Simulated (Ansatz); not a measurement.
In doubt: one-shot GW on d or f shells is unsure, so the values of those runs are not to be relied on.

Planning a GW calculation on GaCuSe2 (I-42d).

It takes space group I-42d (No. 122, tetragonal). Conventional cell: a = 5.619 Å, b = 5.619 Å, c = 11.026 Å, α = 90.00°, β = 90.00°, γ = 90.00°. Nearest to Ga lie 4 Se at 2.42 Å. Nearest to Cu lie 4 Se at 2.42 Å. Nearest to Se lie 2 Ga at 2.42 Å and 2 Cu at 2.42 Å. Farther neighbours and most contacts between anions are not listed.

```
Ga Cu Se
1.0
    -2.80955    2.80955    5.51300
     2.80955   -2.80955    5.51300
     2.80955    2.80955   -5.51300
Ga Cu Se
2 2 4
Direct
  0.50000 0.50000 0.00000
  0.25000 0.75000 0.50000
  0.00000 0.00000 0.00000
  0.75000 0.25000 0.50000
  0.37500 0.37562 0.50062
  0.62438 0.12500 0.99938
  0.87500 0.87438 0.49938
  0.12562 0.62500 0.00062
```

The cell and positions come from the Crystallography Open Database and are kept as given unless a step says otherwise.

Runs so far (Ansatz 0.2.0, start PBE, PAW set soft_1 files, 4×4×4 mesh). Times are wall times on 1 × NVIDIA H100 80GB HBM3 (shared by 6 runs) with 3 threads of AMD EPYC 7R13 (Zen 3), shared host, good to a factor of about two.

```csv
bands summed,cutoff (eV),gap on the mesh (eV),time
220,54,1.066,36 s
507,108,0.772,51 s
```

**Question.** What should the next rung give, with 1018 bands and screening to 180 eV, and where is the limit?

The error falls about as one over the bands when the cutoff rises with them. A line through the two highest rungs given predicts 0.659 eV; the run gave 0.663 eV, close to it. The two highest rungs put the limit near 0.554 eV, the pair below near 0.547 eV; their difference is a rough measure of what is unsettled in bands and cutoff; the mesh is a separate error.

Gaps are over the mesh's points; an edge off the mesh would be missed. Limits: not at the basis limit; mesh may overstate the screening; d shell near the gap, gap tends to lie low; no spin-orbit coupling; coarse k mesh.

[Paths, hosts, dates, memory and timing lines, banners, echoed tables and standing remarks are left out of the program output.]

[Logs are printed without paths, hosts, clocks, repeated set-up lines and the standing remarks that a program may print on its own settings, such as how far it seeks lower states.]

[Runs of the session that timed out or met a known fault of the program may be left out.]

[Cells called generated may have been cut or substituted from an entry of the Crystallography Open Database or the Materials Project.]

[Hosts, paths, dates, database ids (printed as entryN), source tags and the programs' standing remarks are cut or masked in the printed files.]
